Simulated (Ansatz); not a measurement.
# Is CuBW in the AlB2 type a stable metal?, part 3 of 3

The plan: relax CuBW in the AlB2 type, check its phonons, and, if the lattice is stable, compute its Eliashberg function and ρ(T).

Ansatz 0.2.0; DFT PBE, scalar-relativistic, plane waves, PAW; PAW set soft_1.

So far, highest frequency, solved or plainly interpolated (cm⁻¹): step 4 (phonons by linear response: q 2×2×2, k 6×6×6) 659; step 5 (k-mesh 9×9×8, q mesh 3×3×2) 662. Also lowest on path (cm⁻¹): step 4 -64.0; step 5 -67.2. The relaxed cell has a = 3.452, c = 3.240 Å (conventional setting).

The structure was built from a prototype and need not be the compound's stable phase.

## 6. Phonons by linear response: Fermi–Dirac smearing of 0.3 eV

The phonons are repeated on the same meshes with a wide Fermi–Dirac smearing, to see whether the soft mode comes from sharp features of the Fermi surface.

File input.yaml:

```yaml
crystal:
  lattice:
    - [3.4521936748, -2.9646e-06, 0.0]
    - [-1.72609427, 2.9896889035, 0.0]
    - [0.0, 0.0, 3.2399422632]
  atoms:
    - { symbol: W, position: [0.0, 0.0, 0.0] }
    - { symbol: B, position: [0.3333333333, 0.6666666667, 0.5] }
    - { symbol: Cu, position: [0.6666666667, 0.3333333333, 0.5] }
kpoints:
  mp_grid: { grid: [9, 9, 8] }
hamiltonian:
  xc: pbe
  pseudopotentials: { kind: paw, azcp: { folder: soft_1 } }
scf:
  occupations: { method: fermi_dirac, width: 0.3 }
output:
  eigenvalues: true
phonons:
  method: dfpt
  qmesh: [3, 3, 2]
  temperatures: { t_max: 1000, t_step: 50 }
  qpath:
    path:
      - [[0.0, 0.0, 0.0], [0.5, 0.0, 0.0], [0.33333333, 0.33333333, 0.0], [0.0, 0.0, 0.0], [0.0, 0.0, 0.5], [0.5, 0.0, 0.5], [0.33333333, 0.33333333, 0.5], [0.0, 0.0, 0.5]]
      - [[0.5, 0.0, 0.5], [0.5, 0.0, 0.0]]
      - [[0.33333333, 0.33333333, 0.5], [0.33333333, 0.33333333, 0.0]]
    npoints: 10
```

Launch:

```sh
$ ansatz run input.yaml --threads 4 --pin off --max-ram 12288MiB --backend cpu --events-out ev --progress --plain --runs-dir out
```

Numbers of over 12 decimals in the logs are rounded to 6 here.

The program printed:

```text
[...]
band count auto-derived: 23 (N_el = 36.0; filled up to band 18; 22 by the electrons, moments and atoms)
[...]
Crystal: 3 atoms, lattice volume = 33.439 Å³
Basis set: ecut = 420 eV, 647 PW (Γ), exchange–correlation on 48×48×48 points (8 copies of the dense FFT grid, shifted against one another)
Bands: 23, of which v1, the nominal top of the filled ones, is band 18 counted from 1 (17 counted from 0)
Symmetry: 12 space group operations
k-points: 60 of 648 (time reversal used)
[...]
SCF iter   1: F=—  HF=-17168.742202 eV  |F-HF|=—  |Δ(HF+E_count)|=         —  Δρ=1.98e-1  dr2=1.18e1  ethr=3.10e-3  ⟨swp⟩=4.2  Hψ=4794  notcnv=0
[...]
SCF iter  11: F=-17166.294438 eV  HF=-17166.294438 eV  |F-HF|=7.28e-12  |Δ(HF+E_count)|=  2.18e-11  Δρ=3.89e-8  dr2=1.75e-13  ethr=1.00e-12  ⟨swp⟩=5.0  Hψ=5566  notcnv=0
SCF 1 converged in 11 iterations: F = -17166.294438 eV  dr2 = 1.75e-13
[...]
SCF iter   7: F=-17166.294438 eV  HF=-17166.294438 eV  |F-HF|=0.00e0  |Δ(HF+E_count)|=  7.28e-12  Δρ=4.53e-8  dr2=4.80e-13  ethr=1.00e-12  ⟨swp⟩=1.0  Hψ=3000  notcnv=0
SCF 2 converged in 7 iterations: F = -17166.294438 eV  dr2 = 4.80e-13
[...]
SCF converged after 11 iterations
Free energy (F): -17166.294438 eV
[...]
Internal energy: -17165.999871 eV  (E = F + TS)
E sigma→0 (E₀):  -17166.147155 eV
Entropy (-TS):   -0.294567 eV (-98.189 meV/atom)
Fermi energy:    19.023339 eV
[...]
--- Band table (eV; the first three rows and the last of 60) ---
  k-point 0: bands = [... 14 lower, 16.8442, 16.8442, 17.3099, 19.3509, 20.1223, 20.1223, 24.0513, 24.1570, ... 1 higher]
  k-point 1: bands = [... 14 lower, 17.0149, 17.0149, 17.1422, 19.1139, 19.8811, 19.8811, 24.1365, 24.1365, ... 1 higher]
  k-point 2: bands = [... 14 lower, 16.3518, 17.5611, 17.5611, 19.4578, 19.4829, 19.4829, 23.4534, 23.4534, ... 1 higher]
  k-point 59: bands = [... 14 lower, 15.3483, 15.9508, 16.2375, 16.5817, 20.8468, 23.2054, 23.3548, 23.5770, ... 1 higher]
[...]
ASR residual: 9.491e-4 → 0.000e0 eV/Å²; symmetrization residual: 1.783e-6 eV/Å²
  ASR residual per site (eV/Å²): 9.49e-4 1.53e-4 5.52e-4
  Γ frequencies (cm⁻¹): 0.00 0.00 0.00 137.01 232.55 232.55 257.26 615.02 615.02
--- Phonons (arbitrary-q DFPT): 6 irreducible q on the 3×3×2 mesh ---
[...]
interpolated dispersion: 93 rows × 9 modes
[...]
```

The job ended after 3.1 min (4 threads of Arm Neoverse V2, shared host; peak memory 1.1 GiB).

This step gave:

```yaml
share_of_imaginary_modes_in_the_plain_interpolation_between_solved_wavevectors: 0.0189
highest_frequency_solved_or_plainly_interpolated: 660.4 cm⁻¹
```

Solved on the 3×3×2 mesh alone; all other wavevectors are interpolated. The phonon branches at the labelled points (cm⁻¹):

| point | branch 1 | branch 2 | branch 3 | branch 4 | branch 5 | branch 6 | branch 7 | branch 8 | branch 9 |
| --- | --- | --- | --- | --- | --- | --- | --- | --- | --- |
| Γ | 0 | 0 | 0 | 137 | 233 | 233 | 257 | 615 | 615 |
| halfway | 32 | 93 | 101 | 147 | 236 | 248 | 269 | 623 | 629 |
| M | 30 | 118 | 119 | 165 | 237 | 240 | 298 | 627 | 644 |
| halfway | 61 | 121 | 130 | 165 | 221 | 230 | 311 | 613 | 655 |
| K | 80 | 126 | 140 | 167 | 204 | 222 | 321 | 605 | 660 |
| halfway | 46 | 104 | 105 | 149 | 230 | 245 | 282 | 618 | 637 |
| Γ | 0 | 0 | 0 | 137 | 233 | 233 | 257 | 615 | 615 |
| halfway | 86 | 86 | 110 | 224 | 224 | 227 | 270 | 612 | 612 |
| A | 130 | 130 | 161 | 208 | 208 | 229 | 330 | 610 | 610 |
| halfway | 80 | 128 | 133 | 201 | 248 | 267 | 312 | 615 | 620 |
| L | -58 | 116 | 132 | 192 | 261 | 288 | 314 | 617 | 632 |
| halfway | -60 | 86 | 119 | 230 | 264 | 283 | 309 | 612 | 636 |
| H | -64 | 65 | 107 | 258 | 266 | 277 | 302 | 609 | 640 |
| halfway | 66 | 114 | 130 | 216 | 253 | 272 | 306 | 614 | 625 |
| A | 130 | 130 | 161 | 208 | 208 | 229 | 330 | 610 | 610 |
| jump to L | -58 | 116 | 132 | 192 | 261 | 288 | 314 | 617 | 632 |
| halfway | 43 | 84 | 133 | 222 | 233 | 249 | 307 | 629 | 631 |
| M | 30 | 118 | 119 | 165 | 237 | 240 | 298 | 627 | 644 |
| jump to H | -64 | 65 | 107 | 258 | 266 | 277 | 302 | 609 | 640 |
| halfway | 63 | 91 | 99 | 229 | 238 | 249 | 312 | 607 | 650 |
| K | 80 | 126 | 140 | 167 | 204 | 222 | 321 | 605 | 660 |

The phonon branches as a text plot (rows in cm⁻¹):

```
    645 |    ***********                *******      ************
    615 |********************************************************
    585 |
    555 |
    525 |
    494 |
    464 |
    434 |
    404 |
    374 |
    343 |                         *                **
    313 |       ******          ** ************ ***  ***** ******
    283 |   ****      **      **      ***********    *    **
    253 |*******      ********      **************   **********
    223 |****  *********************      *    ****** *****   ***
    192 |          **        *     *******        *  *   *     **
    162 |   ************        ****              ***     *     *
    132 |***   *******  *****  ************    ************    **
    102 |  ****       ***     **    *   ** *******    *  * *****
     72 |  *      ****   *   **      *    ***** *      **  ** ***
     41 |*********    *****  *                 *       * **  *
     11 |**               ***         *
    -19 |                                                   *
    -49 |                              ********      **    *
         Γ     M   K       Γ     A      L   H      A|L   M|H    K
```

Lowest modes at the softest wavevector of the mesh. Modes at q = (-0.333, -0.333, 0.500), with each element's share of the kinetic energy (negative means imaginary):

| mode | frequency (cm⁻¹) | W % | B % | Cu % |
| --- | --- | --- | --- | --- |
| 1 | -64.3 | 77 | 0 | 23 |
| 2 | 65.4 | 67 | 3 | 29 |
| 3 | 106.6 | 97 | 3 | 0 |
| 4 | 257.8 | 32 | 9 | 58 |
| 5 | 266.5 | 23 | 0 | 77 |
| 6 | 276.7 | 3 | 97 | 0 |

Among the solved wavevectors the lowest mode, translations apart, is -64.3 cm⁻¹, imaginary.

## 7. Results

```
phonon run of the rows without a label of their own : PBE, q 3×3×2, k 9×9×8
softest mode on the q mesh                          : -67.2 cm⁻¹ at q = (-0.333, -0.333, 0.5)
highest frequency, solved or plainly interpolated   : 662 cm⁻¹
```

What this shows: The lattice is dynamically unstable at this level: a mode at q = (-0.333, -0.333, 0.5) is imaginary, 67.2i cm⁻¹, so no harmonic coupling constant or resistivity is defined for this structure. These meshes are coarse, and single modes of a metal can move by tens of cm⁻¹ with the k mesh. The coarser mesh found an imaginary mode at another wavevector, which this mesh lacks. Spin–orbit coupling, left out here, matters for W. The phonon runs are not spin-polarised. The structure was built by hand as an ordered model, and its stability against other phases was not tested.

[Logs are printed without paths, hosts, clocks, repeated set-up lines and the standing remarks that a program may print on its own settings, such as how far it seeks lower states.]

[Hosts, paths, dates, database ids (printed as entryN), source tags and the programs' standing remarks are cut or masked in the printed files.]
